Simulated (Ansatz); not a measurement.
**Phonons of BaHg (Pm-3m) against volume**

Wanted: mode Grüneisen parameters of BaHg (Pm-3m).

Method: DFT PBEsol, scalar-relativistic, plane waves, PAW; PAW set soft_1, in Ansatz 0.2.0.

Most raw output is cut from this account.

## 1. The starting structure

It takes space group Pm-3m (No. 221, cubic). The conventional cell has a = 4.088 Å, b = 4.088 Å, c = 4.088 Å, α = 90.00°, β = 90.00°, γ = 90.00°. Nearest to Ba lie 8 Hg at 3.54 Å. Nearest to Hg lie 8 Ba at 3.54 Å. Farther neighbours are not listed.

As a file:

```cif
data_structure
_symmetry_space_group_name_H-M 'Pm-3m'
_symmetry_Int_Tables_number 221
_cell_length_a 4.0878
_cell_length_b 4.0878
_cell_length_c 4.0878
_cell_angle_alpha 90.000
_cell_angle_beta 90.000
_cell_angle_gamma 90.000
_cell_volume 68.31
loop_
_atom_site_label
_atom_site_type_symbol
_atom_site_symmetry_multiplicity
_atom_site_Wyckoff_symbol
_atom_site_fract_x
_atom_site_fract_y
_atom_site_fract_z
_atom_site_occupancy
Ba1 Ba 1 a 0.00000 0.00000 0.00000 1
Hg1 Hg 1 b 0.50000 0.50000 0.50000 1
```

## 2. The dispersion

The cell comes from relaxations at this level that are not shown. Stability and thermal properties need the whole zone. Linear response on a 4×4×4 q mesh gives force constants as far as a supercell of that size would.

Input file input.yaml:

```yaml
crystal:
  lattice:
    - [4.0877726502, 0.0, 0.0]
    - [0.0, 4.0877726502, 0.0]
    - [0.0, 0.0, 4.0877726502]
  atoms:
    - { symbol: Ba, position: [0.0, 0.0, 0.0] }
    - { symbol: Hg, position: [0.5, 0.5, 0.5] }
kpoints:
  mp_grid: { grid: [12, 12, 12] }
hamiltonian:
  xc: pbesol
  pseudopotentials: { kind: paw, azcp: { folder: soft_1 }, xc_functional: pbe }
scf:
  occupations: { method: methfessel_paxton, width: 0.2 }
output:
  eigenvalues: true
phonons:
  method: dfpt
  qmesh: [4, 4, 4]
  temperatures: { t_max: 1000, t_step: 50 }
  qpath:
    path:
      - [[0.0, 0.0, 0.0], [0.0, 0.5, 0.0], [0.5, 0.5, 0.0], [0.0, 0.0, 0.0], [0.5, 0.5, 0.5], [0.0, 0.5, 0.0]]
      - [[0.5, 0.5, 0.5], [0.5, 0.5, 0.0]]
    npoints: 10
```

Run with:

```bash
ansatz run input.yaml --threads 4 --pin off --max-ram 10240MiB --backend cpu --events-out ev --progress --plain --runs-dir out
```

It took 9.8 min on 4 threads of Arm Neoverse V1, shared host; peak memory 3.1 GiB.

Numbers from this step:

```
volume per atom                                         : 34.15 Å³
gap on the k-mesh                                       : 0 eV
sum-rule residual before enforcement                    : 2.69e-5 eV/Å²
lowest frequency on the path                            : 0 cm⁻¹
point group                                             : m-3m
highest frequency on the path or at a solved wavevector : 87.5 cm⁻¹
mean frequency                                          : 55.9 cm⁻¹
Debye temperature (second moment)                       : 110 K
logarithmic mean frequency                              : 52.1 cm⁻¹
highest optical mode at the zone centre (no LO-TO term) : 74.01 cm⁻¹
lowest optical zone-centre mode                         : 74.01 cm⁻¹
lowest mode on the q mesh (acoustic modes at Γ apart)   : 24.7 cm⁻¹
zero-point energy per atom                              : 10.4 meV
heat capacity at 300 K                                  : 24.77 J/(mol atoms K)
vibrational entropy at 300 K                            : 59.63 J/(mol atoms K)
```

Frequencies (cm⁻¹) solved at each irreducible wavevector; negative means imaginary. Frequencies by wavevector, by row:

```csv
q in reciprocal lattice units,star,mode 1,mode 2,mode 3,mode 4,mode 5,mode 6
0 0 0,1,0,0,0,74,74,74
0 0 0.25,6,29.6,29.6,39.2,69.4,69.4,77.6
0 0 -0.5,3,47.1,49.5,49.5,59.3,59.3,87.5
0 0.25 0.25,12,26.3,38.3,48.1,64.5,75.5,78.5
0 0.25 -0.5,12,31.1,39.9,48.9,54.2,76.8,84.8
0 -0.5 -0.5,3,24.7,24.7,46.4,51.5,82.3,82.3
0.25 0.25 0.25,8,37,37,43.8,74.6,75.5,75.5
0.25 0.25 -0.5,12,31.9,39,47.6,70.2,73.2,84.5
0.25 -0.5 -0.5,6,33.4,33.4,44.4,66.2,81.9,81.9
-0.5 -0.5 -0.5,1,43.4,43.4,43.4,83.8,83.8,83.8
```

Symmetry leaves 10 wavevectors to solve. The lowest mode among them, the acoustic zeros apart, lies at q = (0, -0.5, -0.5) and is real, 24.7 cm⁻¹.

## 3. Relaxing at another volume, volume ratio 0.97

The volume is scaled by 0.97 and held; symmetry leaves nothing to relax, so this is a single point. The modes can then be followed against volume.

input.yaml, the sections that differ from step 2:

```yaml
crystal:
  lattice:
    - [4.0464791942, 0.0, 0.0]
    - [0.0, 4.0464791942, 0.0]
    - [0.0, 0.0, 4.0464791942]
  atoms:
    - { symbol: Ba, position: [0.0, 0.0, 0.0] }
    - { symbol: Hg, position: [0.5, 0.5, 0.5] }
output:
  forces: true
  stress: true
  eigenvalues: true
# kpoints, hamiltonian, scf: as in step 2
# phonons: removed
```

It took 1.9 s on 4 threads; peak memory 0.41 GiB; 7 s of CPU time.

Numbers from this step:

| Property | Result |
| --- | --- |
| pressure | 0.9207 GPa |
| volume per atom | 33.13 Å³ |

The run ends at a pressure of 0.92 GPa.

## 4. Phonons at the other volume, volume ratio 0.97

The phonons are repeated at this volume on the same k and q meshes.

input.yaml: that of step 3 with these lines changed.

```diff
@@ -16,4 +16,11 @@
 output:
-  forces: true
-  stress: true
   eigenvalues: true
+phonons:
+  method: dfpt
+  qmesh: [4, 4, 4]
+  temperatures: { t_max: 1000, t_step: 50 }
+  qpath:
+    path:
+      - [[0.0, 0.0, 0.0], [0.0, 0.5, 0.0], [0.5, 0.5, 0.0], [0.0, 0.0, 0.0], [0.5, 0.5, 0.5], [0.0, 0.5, 0.0]]
+      - [[0.5, 0.5, 0.5], [0.5, 0.5, 0.0]]
+    npoints: 10
```

Wall time 9.6 min (4 threads); peak memory 3 GiB.

Numbers from this step:

| Item | Value |
| --- | --- |
| sum-rule residual before enforcement | 3.18e-5 eV/Å² |
| highest frequency on the path or at a solved wavevector | 91.64 cm⁻¹ |
| mean frequency | 58.8 cm⁻¹ |
| Debye temperature (second moment) | 116 K |
| logarithmic mean frequency | 54.5 cm⁻¹ |
| highest optical mode at the zone centre (no LO-TO term) | 79.17 cm⁻¹ |
| lowest optical zone-centre mode | 79.17 cm⁻¹ |
| lowest mode on the q mesh (acoustic modes at Γ apart) | 22.94 cm⁻¹ |
| zero-point energy per atom | 10.93 meV |
| heat capacity at 300 K | 24.75 J/(mol atoms K) |
| vibrational entropy at 300 K | 58.49 J/(mol atoms K) |

Frequencies (cm⁻¹) solved at each irreducible wavevector; negative means imaginary. Frequencies by wavevector, by row:

```
q in reciprocal lattice units  star  mode 1  mode 2  mode 3  mode 4  mode 5  mode 6
                        0 0 0     1       0       0       0    79.2    79.2    79.2
                     0 0 0.25     6    31.2    31.2    41.2    74.1    74.1    82.1
                     0 0 -0.5     3    49.9    52.8    52.8    62.9    62.9    91.6
                  0 0.25 0.25    12    25.9    40.6    51.1    68.8    79.2    83.5
                  0 0.25 -0.5    12    30.9    41.3    52.1    57.8    81.3    89.1
                  0 -0.5 -0.5     3    22.9    22.9    49.7    55.2    86.9    86.9
               0.25 0.25 0.25     8    38.4    38.4    45.8      79    79.9    79.9
               0.25 0.25 -0.5    12    32.4    40.4      51    72.8    77.9    88.7
               0.25 -0.5 -0.5     6    34.2    34.2    47.8    68.9    85.4    85.4
               -0.5 -0.5 -0.5     1    46.7    46.7    46.7    86.2    86.2    86.2
```

The highest optical mode at the zone centre (no LO-TO term) is 79.2 cm⁻¹, +5.2 cm⁻¹ against the base run.

## 5. Relaxing at another volume, volume ratio 1.03

The volume is scaled by 1.03 and held; symmetry leaves nothing to relax, so this is a single point. The modes can then be followed against volume.

input.yaml, the sections that differ from step 4:

```yaml
crystal:
  lattice:
    - [4.1282482791, 0.0, 0.0]
    - [0.0, 4.1282482791, 0.0]
    - [0.0, 0.0, 4.1282482791]
  atoms:
    - { symbol: Ba, position: [0.0, 0.0, 0.0] }
    - { symbol: Hg, position: [0.5, 0.5, 0.5] }
output:
  forces: true
  stress: true
  eigenvalues: true
# kpoints, hamiltonian, scf: as in step 4
# phonons: removed
```

Elapsed: 2.2 s, on 4 threads; peak memory 0.42 GiB.

This step gave:

```yaml
pressure: -0.7904 GPa
volume_per_atom: 35.18 Å³
```

The run ends at a pressure of -0.79 GPa.

## 6. Phonons at the other volume, volume ratio 1.03

input.yaml: that of step 5 with these lines changed.

```diff
@@ -16,4 +16,11 @@
 output:
-  forces: true
-  stress: true
   eigenvalues: true
+phonons:
+  method: dfpt
+  qmesh: [4, 4, 4]
+  temperatures: { t_max: 1000, t_step: 50 }
+  qpath:
+    path:
+      - [[0.0, 0.0, 0.0], [0.0, 0.5, 0.0], [0.5, 0.5, 0.0], [0.0, 0.0, 0.0], [0.5, 0.5, 0.5], [0.0, 0.5, 0.0]]
+      - [[0.5, 0.5, 0.5], [0.5, 0.5, 0.0]]
+    npoints: 10
```

The job ended after 10 min (4 threads; peak memory 3.1 GiB).

This step gave:

```yaml
sum_rule_residual_before_enforcement: 3.02e-5 eV/Å²
highest_frequency_on_the_path_or_at_a_solved_wavevector: 83.61 cm⁻¹
mean_frequency: 53.1 cm⁻¹
debye_temperature_second_moment: 105 K
logarithmic_mean_frequency: 49.7 cm⁻¹
highest_optical_mode_at_the_zone_centre_no_lo_to_term: 69.09 cm⁻¹
lowest_optical_zone_centre_mode: 69.09 cm⁻¹
lowest_mode_on_the_q_mesh_acoustic_modes_at_gamma_apart: 25.65 cm⁻¹
zero_point_energy_per_atom: 9.88 meV
heat_capacity_at_300_k: 24.79 J/(mol atoms K)
vibrational_entropy_at_300_k: 60.81 J/(mol atoms K)
```

Frequencies (cm⁻¹) solved at each irreducible wavevector; negative means imaginary. Frequencies by wavevector, by row:

| q in reciprocal lattice units | star | mode 1 | mode 2 | mode 3 | mode 4 | mode 5 | mode 6 |
| --- | --- | --- | --- | --- | --- | --- | --- |
| 0 0 0 | 1 | 0 | 0 | 0 | 69.1 | 69.1 | 69.1 |
| 0 0 0.25 | 6 | 28 | 28 | 37.3 | 65 | 65 | 73.3 |
| 0 0 -0.5 | 3 | 44.5 | 46.5 | 46.5 | 55.9 | 55.9 | 83.6 |
| 0 0.25 0.25 | 12 | 26.5 | 36.1 | 45.2 | 60.4 | 71.9 | 73.7 |
| 0 0.25 -0.5 | 12 | 31 | 38.3 | 45.8 | 50.7 | 72.7 | 80.8 |
| 0 -0.5 -0.5 | 3 | 25.6 | 25.6 | 43.2 | 47.9 | 78.2 | 78.2 |
| 0.25 0.25 0.25 | 8 | 35.6 | 35.6 | 41.8 | 70.5 | 71.4 | 71.4 |
| 0.25 0.25 -0.5 | 12 | 31.2 | 37.4 | 44.4 | 67.7 | 68.8 | 80.6 |
| 0.25 -0.5 -0.5 | 6 | 32.3 | 32.3 | 41.1 | 63.5 | 78.6 | 78.6 |
| -0.5 -0.5 -0.5 | 1 | 40.4 | 40.4 | 40.4 | 81.4 | 81.4 | 81.4 |

The highest optical mode at the zone centre (no LO-TO term) is 69.1 cm⁻¹, -4.9 cm⁻¹ against the base run.

## 7. Grüneisen parameters

The Grüneisen parameter of a mode is minus the logarithmic change of its frequency with volume, −d ln ω / d ln V; weighted by heat capacity it gives the expansion.

Numbers from this step:

* bulk modulus: 28.5 GPa

The phonon branches at the labelled points (cm⁻¹):

| point | branch 1 | branch 2 | branch 3 | branch 4 | branch 5 | branch 6 |
| --- | --- | --- | --- | --- | --- | --- |
| Γ | 0 | 0 | 0 | 74 | 74 | 74 |
| halfway | 30 | 30 | 39 | 69 | 69 | 78 |
| X | 47 | 50 | 50 | 59 | 59 | 88 |
| halfway | 31 | 40 | 49 | 54 | 77 | 85 |
| M | 25 | 25 | 46 | 52 | 82 | 82 |
| halfway | 26 | 38 | 48 | 64 | 76 | 78 |
| Γ | 0 | 0 | 0 | 74 | 74 | 74 |
| halfway | 37 | 37 | 44 | 75 | 76 | 76 |
| R | 43 | 43 | 43 | 84 | 84 | 84 |
| halfway | 32 | 39 | 48 | 70 | 73 | 84 |
| X | 47 | 50 | 50 | 59 | 59 | 88 |
| jump to R | 43 | 43 | 43 | 84 | 84 | 84 |
| halfway | 33 | 33 | 44 | 66 | 82 | 82 |
| M | 25 | 25 | 46 | 52 | 82 | 82 |

The same for volume x 0.97:

| point | branch 1 | branch 2 | branch 3 | branch 4 | branch 5 | branch 6 |
| --- | --- | --- | --- | --- | --- | --- |
| Γ | 0 | 0 | 0 | 79 | 79 | 79 |
| X | 50 | 53 | 53 | 63 | 63 | 92 |
| M | 23 | 23 | 50 | 55 | 87 | 87 |
| Γ | 0 | 0 | 0 | 79 | 79 | 79 |
| R | 47 | 47 | 47 | 86 | 86 | 86 |
| X | 50 | 53 | 53 | 63 | 63 | 92 |
| R | 47 | 47 | 47 | 86 | 86 | 86 |
| M | 23 | 23 | 50 | 55 | 87 | 87 |

The same for volume x 1.03:

```csv
point,branch 1,branch 2,branch 3,branch 4,branch 5,branch 6
Γ,0,0,0,69,69,69
X,44,46,46,56,56,84
M,26,26,43,48,78,78
Γ,0,0,0,69,69,69
R,40,40,40,81,81,81
X,44,46,46,56,56,84
R,40,40,40,81,81,81
M,26,26,43,48,78,78
```

Mode Grueneisen parameter -dln(w)/dln(V), modes matched by rank; at Γ the acoustic branches take the value of a neighbouring point of the path. Mode grüneisen parameters along the path, in :

| point | branch 1 | branch 2 | branch 3 | branch 4 | branch 5 | branch 6 |
| --- | --- | --- | --- | --- | --- | --- |
| Γ | 1.64 | 1.64 | 1.21 | 2.27 | 2.27 | 2.27 |
| halfway | 1.80 | 1.80 | 1.66 | 2.18 | 2.18 | 1.89 |
| X | 1.91 | 2.12 | 2.12 | 1.97 | 1.97 | 1.52 |
| halfway | -0.05 | 1.26 | 2.15 | 2.18 | 1.88 | 1.63 |
| M | -1.86 | -1.86 | 2.34 | 2.36 | 1.76 | 1.76 |
| halfway | -0.38 | 1.96 | 2.08 | 2.17 | 1.61 | 2.08 |
| Γ | -0.24 | 1.74 | 1.84 | 2.27 | 2.27 | 2.27 |
| halfway | 1.26 | 1.26 | 1.52 | 1.90 | 1.87 | 1.87 |
| R | 2.41 | 2.41 | 2.41 | 0.95 | 0.95 | 0.95 |
| halfway | 0.63 | 1.29 | 2.31 | 1.21 | 2.07 | 1.60 |
| X | 1.91 | 2.12 | 2.12 | 1.97 | 1.97 | 1.52 |
| jump to R | 2.41 | 2.41 | 2.41 | 0.95 | 0.95 | 0.95 |
| halfway | 0.95 | 0.95 | 2.52 | 1.36 | 1.38 | 1.38 |
| M | -1.86 | -1.86 | 2.34 | 2.36 | 1.76 | 1.76 |

(dS/dlnV)/C_V. Table of thermodynamic Grueneisen parameter by temperature:

```csv
temperature (K),thermodynamic Grueneisen parameter
50,1.52
100,1.55
150,1.55
200,1.56
250,1.56
300,1.56
350,1.56
400,1.56
450,1.56
500,1.56
550,1.56
600,1.56
650,1.56
700,1.56
750,1.56
800,1.56
850,1.56
900,1.56
950,1.56
1000,1.56
```

Gamma C_V/(B V) at the static volume. Table of volume expansion by temperature:

| temperature (K) | volume expansion (1e-6/K) |
| --- | --- |
| 50 | 51.5 |
| 100 | 62.1 |
| 150 | 64.4 |
| 200 | 65.3 |
| 250 | 65.7 |
| 300 | 65.9 |
| 350 | 66.0 |
| 400 | 66.1 |
| 450 | 66.2 |
| 500 | 66.2 |
| 550 | 66.2 |
| 600 | 66.3 |
| 650 | 66.3 |
| 700 | 66.3 |
| 750 | 66.3 |
| 800 | 66.3 |
| 850 | 66.3 |
| 900 | 66.3 |
| 950 | 66.3 |
| 1000 | 66.3 |

## 8. What came out

| Property | Result |
| --- | --- |
| bulk modulus | 28.5 GPa |
| thermodynamic Grüneisen parameter at 300 K | 1.559 |
| volume expansion at 300 K, estimated | 65.89 × 10⁻⁶ K⁻¹ |

**Reading.** By this estimate the volume grows by 65.9 × 10⁻⁶ per kelvin at 300 K. The highest optical mode at Γ goes from 79 to 69 cm⁻¹ as the cell grows, a Grüneisen parameter of 2.27. Mode parameters on the path run from -1.9 to 2.5, with a median of 1.8. Modes with negative values stiffen as the cell grows and pull against the expansion. Branches are matched by rank, so values near crossings are rough. The expansion is the Grüneisen estimate at the static volume, with the static bulk modulus. With no gap, or one that is small against the smearing, the frequencies hang on the k mesh and the smearing, most of all near Kohn anomalies. Spin-orbit coupling is left out, which can matter for the heavy elements here. The PAW files were made for PBE and serve the other functionals too.

[Logs are printed without paths, hosts, clocks, repeated set-up lines and the standing remarks that a program may print on its own settings, such as how far it seeks lower states.]

[Hosts, paths, dates, database ids (printed as entryN), source tags and the programs' standing remarks are cut or masked in the printed files.]
